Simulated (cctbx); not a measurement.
## From intensities to atoms

Cell a = 9.7380 Å, b = 9.7380 Å, c = 4.5270 Å, α = 90.00°, β = 90.00°, γ = 120.00°; space group P6_3/m (no. 176); content Te6 Rb2 V6.

Simulated single-crystal data (cctbx): Ag Kα, λ = 0.56087 Å, to d = 0.65 Å, 80 % of the full sphere, strongest reflection 40000 counts, noise from counting, a 4 % proportional error and a noise floor of 8 counts (s.d.); no absorption.

Charge flipping in P1 on plain amplitudes to 0.65 Å, δ = 1.1 σ, 20 % of the reflections treated as weak, 300 cycles:

```text
cycle      R  skewness
    0  0.604     0.38
   25  0.346     6.89
   50  0.324     6.85
   75  0.217     7.72
  100  0.165     7.53
  125  0.158     7.46
  150  0.161     7.44
  175  0.153     7.29
  200  0.153     7.33
  225  0.152     7.29
  250  0.163     7.33
  275  0.158     7.27
origin shift          correlation  skewness
 0.883  0.094  0.323      0.833      5.36
 0.236  0.763  0.280      0.815      2.43
 0.550  0.428  0.321      0.802      2.67
 0.461  0.251  0.381      0.802      1.04
taken: symmetry correlation 0.833, skewness 5.36
peak      x       y       z  mult  height/sigma
Q1    0.0510  0.7043  0.2500    6     17.8
Q2    0.3333  0.6667  0.7500    2     12.4
Q3    0.9943  0.4177  0.7500    6      4.4
Q4    0.0214  0.8727  0.7500    6      4.4
Q5    0.0386  0.2653  0.7500    6      4.0
Q6    0.2522  0.5350  0.7500    6      3.9
Q7    0.2811  0.5678  0.2500    6      2.7
Q8    0.0902  0.6804  0.7500    6      2.5
```

The origin is taken among those within 0.04 of the best correlation, by the skewness of the map.

It took 0.53 s on 1 thread of Arm Neoverse V2, with other jobs on the host, peak memory 0.08 GiB.

**Question.** Which peaks are atoms, and which elements?

Heights go roughly as Z and multiplicities must add up to the content. First model: Q1 = Te1 (6 in the cell, height 17.8), Q2 = Rb1 (2 in the cell, height 12.4) and Q4 = V1 (6 in the cell, height 4.4). Against the true structure, Q1 is Te, Q2 is Rb and Q4 is V; the other peaks are not atoms.

Least squares on F², isotropic:

```text
Rint 0.039, 524 unique reflections to 0.65 A
cycle     R1     wR2    GooF  max shift (A)
   1  0.1811  0.4269  17.022   0.13062
   2  0.0180  0.0437   1.741   0.00003
final R1 0.0180 wR2 0.0437 GooF 1.741  parameters 7  data/parameter 74.9
atom        x        y        z      Ueq    occ   su(xyz)  su(Uiso or U11)
Te1    0.04782  0.70280  0.25000   0.0124  1.000  0.00003  0.0001
Rb1    0.33333  0.66667  0.75000   0.0173  1.000  0.00000  0.0001
V1     0.02403  0.86080  0.75000   0.0249  1.000  0.00011  0.0002
difference map: max 1.89 min -2.39 rms 0.21
Q1    0.0469  0.6989  0.1595   12    1.92  0.41 A from Te1
Q2    0.0136  0.8987  0.7500    6    1.20  0.43 A from V1
Q3    0.0366  0.8191  0.7500    6    0.90  0.48 A from V1
Q4    0.0381  0.7933  0.2500    6    0.76  0.93 A from Te1
Q5    0.0148  0.5969  0.2500    6    0.71  0.91 A from Te1
```

Anisotropic refinement:

```text
Rint 0.039, 524 unique reflections to 0.65 A
cycle     R1     wR2    GooF  max shift (A)
   1  0.0180  0.0437   1.754   0.00058
   2  0.0105  0.0230   0.922   0.00000
final R1 0.0105 wR2 0.0230 GooF 0.922  parameters 14  data/parameter 37.4
atom        x        y        z      Ueq    occ   su(xyz)  su(Uiso or U11)
Te1    0.04780  0.70279  0.25000   0.0123  1.000  0.00002  0.0001
Rb1    0.33333  0.66667  0.75000   0.0174  1.000  0.00000  0.0001
V1     0.02399  0.86082  0.75000   0.0249  1.000  0.00006  0.0002
difference map: max 0.57 min -0.56 rms 0.14
Q1    0.0954  0.4568  0.7500    6    0.62  1.48 A from Te1
Q2    0.0289  0.8114  0.2500    6    0.54  1.16 A from Te1
Q3    0.1977  0.5289  0.6808   12    0.46  1.37 A from Rb1
Q4    0.2133  0.7112  0.1810   12    0.43  1.60 A from Te1
Q5    0.2022  0.6589  0.6600   12    0.42  1.31 A from Rb1
Q6    0.0034  0.4505  0.1608   12    0.42  2.28 A from Te1
```

**Reading.** The refinement ends at R1 = 0.0105, wR2 = 0.0230, GooF = 0.92, with difference density between -0.56 and 0.57 e/Å³. Every site matches the true model in element, within 0.001 Å r.m.s., up to an allowed shift of origin.

True model:

| atom | mult. | x | y | z | Ueq (Å²) |
| --- | --- | --- | --- | --- | --- |
| Te1 | 6 | 0.0478 | 0.7028 | 3/4 | 0.0123 |
| Rb1 | 2 | 2/3 | 1/3 | 3/4 | 0.0174 |
| V1 | 6 | 0.8608 | 0.8368 | 3/4 | 0.0248 |

This is a model crystal, built by substitution and not relaxed, with assumed displacement parameters.

[Middle refinement cycles are left out of these outputs.]

[Logs are printed without paths, hosts, clocks, repeated set-up lines and the standing remarks that a program may print on its own settings, such as how far it seeks lower states.]
